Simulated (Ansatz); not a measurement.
# Lattice dynamics of (TiC)1(HfN)2 [001] superlattice, started as rocksalt type

Task: relax (TiC)1(HfN)2 [001] superlattice, started as rocksalt type, then find its harmonic phonons.

Method: DFT PBEsol, scalar-relativistic, plane waves, PAW, in Ansatz 0.2.0.

This is a report of a sequence of runs, with most program output left out.

The structure was built from a prototype and need not be the compound's stable phase.

**1. The structure**

Symmetry: I4/mmm, No. 139, tetragonal system. The conventional cell has a = 3.151 Å, b = 3.151 Å, c = 13.370 Å, α = 90.00°, β = 90.00°, γ = 90.00°. Nearest to C lie 4 Ti at 2.23 Å and 2 Hf at 2.23 Å. Hf has 5 N at 2.23 Å and 1 C at 2.23 Å nearest. Nearest to N lie 5 Hf at 2.23 Å and 1 Ti at 2.23 Å. Ti has 4 C at 2.23 Å and 2 N at 2.23 Å nearest. Farther neighbours and most contacts between anions are not listed.

**2. Coarse relaxation**

A rough relaxation comes first, because large forces or stress need no tight tolerances yet.

input.yaml reads:

```yaml
crystal:
  lattice:
    - [2.22833, 2.22833, 0.0]
    - [-2.22833, 2.22833, 0.0]
    - [2.22833, 0.0, 6.685]
  atoms:
    - { symbol: C, position: [0.5, 0.5, 0.0] }
    - { symbol: Hf, position: [0.333333, 0.666667, 0.333333] }
    - { symbol: Hf, position: [0.666667, 0.333333, 0.666667] }
    - { symbol: "N", position: [0.833333, 0.166667, 0.333333] }
    - { symbol: "N", position: [0.166667, 0.833333, 0.666667] }
    - { symbol: Ti, position: [0.0, 0.0, 0.0] }
kpoints:
  mp_grid: { grid: [6, 6, 6] }
hamiltonian:
  xc: pbesol
scf:
  occupations: { method: gaussian, width: 0.1 }
output:
  forces: true
  stress: true
  eigenvalues: true
relax:
  adjacent_minimum: "off"
  f_tol: 0.05
  max_steps: 80
  cell: { stress_tol: 0.5 }
```

Started as:

```bash
ansatz run input.yaml --threads 8 --pin off --max-ram 14336MiB --backend cpu --events-out ev --progress --plain --runs-dir out
```

Elapsed: 5.5 s, on 8 threads of Arm Neoverse V1, shared host; peak memory 0.56 GiB.

Step by step:

```csv
step,energy less that of the first step (eV),largest force component (eV/Å),pressure (GPa),volume (Å³)
1,0.0000,1.3716,-1.37,66.39
2,-0.1069,0.1658,1.14,65.95
3,-0.1236,0.1137,-0.58,66.43
4,-0.1260,0.0420,0.21,66.28
5*,-0.1258,0.0430,0.20,66.28
```

Relaxation steps marked * repeat the geometry before them on a plane-wave basis chosen anew for their cell, so energy and pressure can jump there.

The run keeps the 16 symmetry operations that it works with, so distortions that break them were not tested.

```csv
"conventional cell, symmetrised",before,after,change
a (Å),3.151,3.124,-0.9 %
b (Å),3.151,3.124,-0.9 %
c (Å),13.370,13.581,+1.6 %
volume (Å³/atom),11.06,11.05,-0.2 %
```

The atoms that moved most (Å, as changes of fractional coordinates times the final cell):

```csv
atom,dx,dy,dz,length
Hf3,0.000,0.000,0.090,0.090
Hf2,0.000,0.000,-0.090,0.090
```

The relaxed structure:

```cif
data_structure
_symmetry_space_group_name_H-M 'P 1'
_symmetry_Int_Tables_number 1
_cell_length_a 3.1243
_cell_length_b 3.1243
_cell_length_c 7.1408
_cell_angle_alpha 102.636
_cell_angle_beta 77.364
_cell_angle_gamma 90.000
_cell_volume 66.28
loop_
_atom_site_label
_atom_site_type_symbol
_atom_site_fract_x
_atom_site_fract_y
_atom_site_fract_z
_atom_site_occupancy
C1 C 0.50000 0.50000 0.00000 1
Hf2 Hf 0.33999 0.66001 0.32002 1
Hf3 Hf 0.66001 0.33999 0.67998 1
N4 N 0.83334 0.16666 0.33333 1
N5 N 0.16666 0.83334 0.66667 1
Ti6 Ti 0.00000 0.00000 0.00000 1
```

Numbers from this step:

- pressure: 0.1968 GPa
- volume per atom: 11.05 Å³
- gap on the k-mesh: 0 eV

In this step the volume went from 11.06 to 11.05 Å³/atom.

**3. Bringing the structure to rest**

The cell and atoms are relaxed, since residual forces and stress would shift the frequencies.

input.yaml reads:

```yaml
crystal:
  lattice:
    - [2.2092217541, 2.2092217541, 0.0]
    - [-2.2092217541, 2.2092217541, 0.0]
    - [2.2092217541, 0.0, 6.7904929797]
  atoms:
    - { symbol: C, position: [0.5, 0.5, 0.0] }
    - { symbol: Hf, position: [0.3399883981, 0.6600116019, 0.3200232038] }
    - { symbol: Hf, position: [0.6600116019, 0.3399883981, 0.6799767962] }
    - { symbol: "N", position: [0.8333364637, 0.1666635363, 0.3333270725] }
    - { symbol: "N", position: [0.1666635363, 0.8333364637, 0.6666729275] }
    - { symbol: Ti, position: [0.0, 0.0, 0.0] }
kpoints:
  mp_grid: { grid: [12, 12, 12] }
hamiltonian:
  xc: pbesol
scf:
  occupations: { method: gaussian, width: 0.1 }
output:
  forces: true
  stress: true
  eigenvalues: true
relax:
  adjacent_minimum: "off"
  f_tol: 0.005
  max_steps: 80
  cell: { stress_tol: 0.05 }
```

It took 22 s on 8 threads; peak memory 0.8 GiB; 2.7 min of CPU time.

Step by step:

```csv
step,energy less that of the first step (eV),largest force component (eV/Å),pressure (GPa),volume (Å³)
1,0.0000,0.1117,0.30,66.28
2,-0.0015,0.0087,-0.06,66.32
3,-0.0017,0.0067,0.06,66.28
4,-0.0017,0.0013,-0.02,66.30
5*,-0.0018,0.0012,-0.02,66.30
```

Relaxation steps marked * repeat the geometry before them on a plane-wave basis chosen anew for their cell, so energy and pressure can jump there.

Forces are held to the 16 operations that the run works with; a distortion that breaks them can't arise in this run.

```csv
"conventional cell, symmetrised",before,after,change
a (Å),3.124,3.129,+0.1 %
b (Å),3.124,3.129,+0.1 %
c (Å),13.581,13.544,-0.3 %
volume (Å³/atom),11.05,11.05,+0.0 %
```

The relaxed structure:

```xyz
6
Lattice="2.2125 2.2125 0.0000 -2.2125 2.2125 0.0000 2.2125 0.0000 6.7719" Properties=species:S:1:pos:R:3 pbc="T T T"
C     0.0000    2.2125    0.0000
Hf    0.0000    2.2125    2.1757
Hf    2.2125    2.2125    4.5961
N     2.2125    2.2125    2.2574
N     0.0000    2.2125    4.5144
Ti    0.0000    0.0000    0.0000
```

Numbers from this step:

```yaml
pressure: -0.02295 GPa
```

In this step the volume went from 11.05 to 11.05 Å³/atom.

**4. Tight relaxation**

Phonons need a cell at rest on their own settings, so the relaxation is repeated with tight tolerances on forces and stress, using the mesh and the filling of the phonon run that follows.

input.yaml reads:

```yaml
crystal:
  lattice:
    - [2.2125028343, 2.2125028343, 0.0]
    - [-2.2125028343, 2.2125028343, 0.0]
    - [2.2125028343, 0.0, 6.7718593721]
  atoms:
    - { symbol: C, position: [0.5, 0.5, 0.0] }
    - { symbol: Hf, position: [0.3393553612, 0.6606446388, 0.3212892776] }
    - { symbol: Hf, position: [0.6606446388, 0.3393553612, 0.6787107224] }
    - { symbol: "N", position: [0.8333227392, 0.1666772608, 0.3333545217] }
    - { symbol: "N", position: [0.1666772608, 0.8333227392, 0.6666454783] }
    - { symbol: Ti, position: [0.0, 0.0, 0.0] }
kpoints:
  mp_grid: { grid: [12, 12, 12] }
hamiltonian:
  xc: pbesol
scf:
  occupations: { method: methfessel_paxton, width: 0.2 }
output:
  forces: true
  stress: true
  eigenvalues: true
relax:
  adjacent_minimum: "off"
  f_tol: 0.001
  max_steps: 60
  cell: { stress_tol: 0.01 }
```

It took 25 s on 8 threads; peak memory 0.8 GiB; 3.1 min of CPU time.

Little changed from the start: no atom moved by 0.005 Å and no cell edge by 0.1 %.

Numbers from this step:

- pressure: 7.79e-4 GPa

The largest force component left is 0.027 meV/Å and the pressure is 0.001 GPa, within the tolerances set. The cell now holds 11.05 Å³/atom.

**5. Linear response at the zone centre**

The zone centre is the only wavevector solved here; it holds the modes that light can see, as far as symmetry allows. No field response is asked, since the mesh shows no gap.

input.yaml reads:

```yaml
crystal:
  lattice:
    - [2.2123622775, 2.2123622775, 0.0]
    - [-2.2123622775, 2.2123622775, 0.0]
    - [2.2123622775, 0.0, 6.7718568458]
  atoms:
    - { symbol: C, position: [0.5, 0.5, 0.0] }
    - { symbol: Hf, position: [0.339366955, 0.660633045, 0.32126609] }
    - { symbol: Hf, position: [0.660633045, 0.339366955, 0.67873391] }
    - { symbol: "N", position: [0.8333165045, 0.1666834955, 0.333366991] }
    - { symbol: "N", position: [0.1666834955, 0.8333165045, 0.666633009] }
    - { symbol: Ti, position: [0.0, 0.0, 0.0] }
kpoints:
  mp_grid: { grid: [12, 12, 12] }
hamiltonian:
  xc: pbesol
scf:
  occupations: { method: methfessel_paxton, width: 0.2 }
output:
  eigenvalues: true
phonons:
  method: dfpt
```

The job ended after 5.8 min (8 threads; peak memory 5 GiB).

Numbers from this step:

```yaml
sum_rule_residual_before_enforcement: 6.04e-5 eV/Å²
point_group: 4/mmm
highest_optical_mode_at_the_zone_centre_no_lo_to_term: 687.8 cm⁻¹
lowest_optical_zone_centre_mode: 125.1 cm⁻¹
```

Patterns of degenerate modes are one choice out of their space. The modes at Γ (shares of kinetic energy by element, %):

```csv
mode,frequency (cm⁻¹),symmetry,C %,Hf %,N %,Ti %
1,0.0,acoustic,3,80,6,11
2,0.0,acoustic,3,80,6,11
3,0.0,acoustic,3,80,6,11
4,125.1,Eg,0,96,4,0
5,125.1,Eg,0,96,4,0
6,173.6,A1g,0,100,0,0
7,214.2,Eu,9,14,0,77
8,214.2,Eu,9,14,0,77
9,248.0,A2u,0,13,0,87
10,437.2,A2u,1,6,92,2
11,456.1,A1g,0,0,100,0
12,504.5,Eu,78,0,14,8
13,504.5,Eu,78,0,14,8
14,525.7,Eu,10,5,80,4
15,525.7,Eu,10,5,80,4
16,539.7,Eg,0,4,96,0
17,539.7,Eg,0,4,96,0
18,687.8,A2u,97,2,1,0
```

Displacements in mode 5 (125.1 cm⁻¹), the largest set to 1:
```
C1   0.00  0.00  0.00
Hf2 -0.77 -1.00  0.00
Hf3  0.77  1.00  0.00
N4  -0.54 -0.70  0.00
N5   0.54  0.70  0.00
Ti6  0.00  0.00  0.00
```

Displacements in mode 9 (248.0 cm⁻¹), the largest set to 1:
```
C1   0.00  0.00  0.03
Hf2  0.00  0.00 -0.14
Hf3  0.00  0.00 -0.14
N4   0.00  0.00  0.06
N5   0.00  0.00  0.06
Ti6  0.00  0.00  1.00
```

Before it was imposed, the acoustic sum rule was missed by 6.0e-5 eV/Å². Small misses are needed for a sound result but don't prove that mesh and cutoff are converged. The lowest optical mode is real, 125 cm⁻¹.

**6. Another isotope, element C, natural mass 12.011 amu**

An isotope changes the mass and not the force constants, so no new electronic calculation is needed; the shifts show which modes move this element.

The same force constants with the mass of C changed from 12.011 to 13.003 u (phonopy, no LO-TO term). Both lists are sorted by frequency; levels can cross, so a row need not hold one and the same mode. Modes under 3 cm⁻¹ are left out. Isotope shifts, by row:

```csv
q,rank,natural mass (cm⁻¹),changed mass (cm⁻¹)
0 0 0,4,125.1,125.1
0 0 0,5,125.1,125.1
0 0 0,6,173.6,173.6
0 0 0,7,214.2,213.3
0 0 0,8,214.2,213.3
0 0 0,9,248,248
0 0 0,10,437.2,437
0 0 0,11,456.1,456.1
0 0 0,12,504.5,488.3
0 0 0,13,504.5,488.3
0 0 0,14,525.7,524.5
0 0 0,15,525.7,524.5
0 0 0,16,539.7,539.7
0 0 0,17,539.7,539.7
0 0 0,18,687.8,662
```

A mode of this element alone would shift by -3.89 %. The highest zone-centre frequency without the field goes from 687.8 to 662.0 cm⁻¹ (-3.8 %). The product of the frequency ratios over all optical modes at Γ is 0.891; the product rule, (m/m′)^(3k/2) (M′/M)^(3/2) with k = 1 such atoms and M the mass of the cell, gives 0.891.

**7. Another isotope, element Hf, natural mass 178.486 amu**

The same for Hf, from 178.49 to 173.94 u.

A mode of this element alone would shift by +1.30 %. The highest zone-centre frequency without the field goes from 687.8 to 688.0 cm⁻¹ (+0.0 %). The product of the frequency ratios over all optical modes at Γ is 1.048; the product rule, (m/m′)^(3k/2) (M′/M)^(3/2) with k = 2 such atoms and M the mass of the cell, gives 1.048.

**8. Isotope substitution, element N, natural mass 14.007 amu**

The same for N, from 14.01 to 15.00 u.

The same force constants with the mass of N changed from 14.007 to 15.000 u (phonopy, no LO-TO term). Both lists are sorted by frequency; levels can cross, so a row need not hold one and the same mode. Modes under 3 cm⁻¹ are left out. Isotope shifts, by row:

```csv
q,rank,natural mass (cm⁻¹),changed mass (cm⁻¹)
0 0 0,4,125.1,124.9
0 0 0,5,125.1,124.9
0 0 0,6,173.6,173.6
0 0 0,7,214.2,214.2
0 0 0,8,214.2,214.2
0 0 0,9,248,248
0 0 0,10,437.2,423.6
0 0 0,11,456.1,440.8
0 0 0,12,504.5,499.4
0 0 0,13,504.5,499.4
0 0 0,14,525.7,514.3
0 0 0,15,525.7,514.3
0 0 0,16,539.7,522.2
0 0 0,17,539.7,522.2
0 0 0,18,687.8,687.5
```

A mode of this element alone would shift by -3.37 %. The highest zone-centre frequency without the field goes from 687.8 to 687.5 cm⁻¹ (-0.0 %). The product of the frequency ratios over all optical modes at Γ is 0.820; the product rule, (m/m′)^(3k/2) (M′/M)^(3/2) with k = 2 such atoms and M the mass of the cell, gives 0.820.

**9. Another isotope, element Ti, natural mass 47.867 amu**

The same for Ti, from 47.87 to 49.94 u.

The same force constants with the mass of Ti changed from 47.867 to 49.945 u (phonopy, no LO-TO term). Both lists are sorted by frequency; levels can cross, so a row need not hold one and the same mode. Modes under 3 cm⁻¹ are left out. Isotope shifts, by row:

```csv
q,rank,natural mass (cm⁻¹),changed mass (cm⁻¹)
0 0 0,4,125.1,125.1
0 0 0,5,125.1,125.1
0 0 0,6,173.6,173.6
0 0 0,7,214.2,210.7
0 0 0,8,214.2,210.7
0 0 0,9,248,243.5
0 0 0,10,437.2,437
0 0 0,11,456.1,456.1
0 0 0,12,504.5,503.6
0 0 0,13,504.5,503.6
0 0 0,14,525.7,525.3
0 0 0,15,525.7,525.3
0 0 0,16,539.7,539.7
0 0 0,17,539.7,539.7
0 0 0,18,687.8,687.8
```

A mode of this element alone would shift by -2.10 %. The highest zone-centre frequency without the field goes from 687.8 to 687.8 cm⁻¹ (-0.0 %). The product of the frequency ratios over all optical modes at Γ is 0.945; the product rule, (m/m′)^(3k/2) (M′/M)^(3/2) with k = 1 such atoms and M the mass of the cell, gives 0.945.

**10. Summary of results**

```yaml
space_group_after_relaxation_within_0p01_a: I4/mmm
volume_per_atom: 11.0 Å³
electronic_character: no gap on this mesh
highest_optical_mode_at_the_zone_centre_no_lo_to_term: 688 cm⁻¹
lowest_optical_zone_centre_mode: 125 cm⁻¹
imaginary_modes_at_gamma_the_only_wavevector_solved: none
```

The structure is stable against zone-centre distortions, since no mode there is imaginary; other wavevectors were not solved, so zone-boundary instabilities are untested. The optical modes at Γ span 125 to 688 cm⁻¹. No dispersion was computed. The highest mode in this list at Γ, 687.8 cm⁻¹, is mostly motion of C (97 % of the kinetic energy). With no gap, or one that is small against the smearing, the frequencies hang on the k mesh and the smearing, most of all near Kohn anomalies. Spin-orbit coupling is left out, which can matter for the heavy elements here. The starting cell was built on a prototype and not taken from a measurement, so the phase need not exist. These are harmonic frequencies at zero temperature: anharmonic shifts, linewidths and thermal expansion are left out.

[Logs are printed without paths, hosts, clocks, repeated set-up lines and the standing remarks that a program may print on its own settings, such as how far it seeks lower states.]

[Hosts, paths, dates, database ids (printed as entryN), source tags and the programs' standing remarks are cut or masked in the printed files.]
